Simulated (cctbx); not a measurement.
**Resonant diffraction in MnAg2F6**

Space group I4/mmm (no. 139), a = 5.3500 Å, b = 5.3500 Å, c = 7.9120 Å, α = 90.00°, β = 90.00°, γ = 90.00°.

| atom | mult. | x | y | z | Ueq (Å²) |
| --- | --- | --- | --- | --- | --- |
| Ag1 | 4 | 1/2 | 0 | 1/4 | 0.0041 |
| Mn1 | 2 | 0 | 0 | 0 | 0.0045 |
| F1 | 4 | 1/2 | 1/2 | 0.2849 | 0.0079 |
| F2 | 8 | 0.7942 | 0.2058 | 0 | 0.0057 |

The model is made up (kin elements in a known structure type, no relaxation), so it says nothing on whether the phase exists.

Calculated with cctbx: free-atom f′ and f″ from the Sasaki tables, no fine structure; amplitudes in electrons.

```csv
E (eV),F 1 0 1,F 1 2 1,F 2 1 3,F 2 2 2
24914,69.2,30.3,10.2,72.7
25264,69.2,30.3,10.2,69.6
25394,69.2,30.3,10.2,67.0
25454,69.2,30.3,10.2,64.4
25484,69.2,30.3,10.2,61.9
25499,69.2,30.3,10.2,59.5
25506,69.2,30.3,10.2,57.4
25510,69.2,30.3,10.2,55.2
25518,69.2,30.3,10.2,52.1
25522,69.2,30.3,10.2,57.4
25529,69.2,30.3,10.2,60.1
25544,69.2,30.3,10.2,63.0
25574,69.2,30.2,10.2,65.7
25664,69.2,30.2,10.2,69.3
25914,69.2,30.2,10.2,73.1
```

**Question.** Which edge is crossed, and why do the reflections move as they do?

The K edge of Ag. The edge is at 25514 eV. f′ of Ag falls from -4.8 e at 25394 eV to -7.8 e at 4 eV below it, and f″ steps from 0.55 to 3.62 e across it. Over that approach |F| changes by +0 % (1 0 1), +0 % (1 2 1), +0 % (2 1 3) and -18 % (2 2 2): a reflection falls where Ag scatters in phase with the total and rises where it scatters against it; it hardly moves where the Ag term is small or cancels by symmetry. Above the edge the larger f″ enters the imaginary part, where it can add to or cancel the other atoms' f″. The structure is centrosymmetric, so Friedel mates stay equal.

[Logs are printed without paths, hosts, clocks, repeated set-up lines and the standing remarks that a program may print on its own settings, such as how far it seeks lower states.]
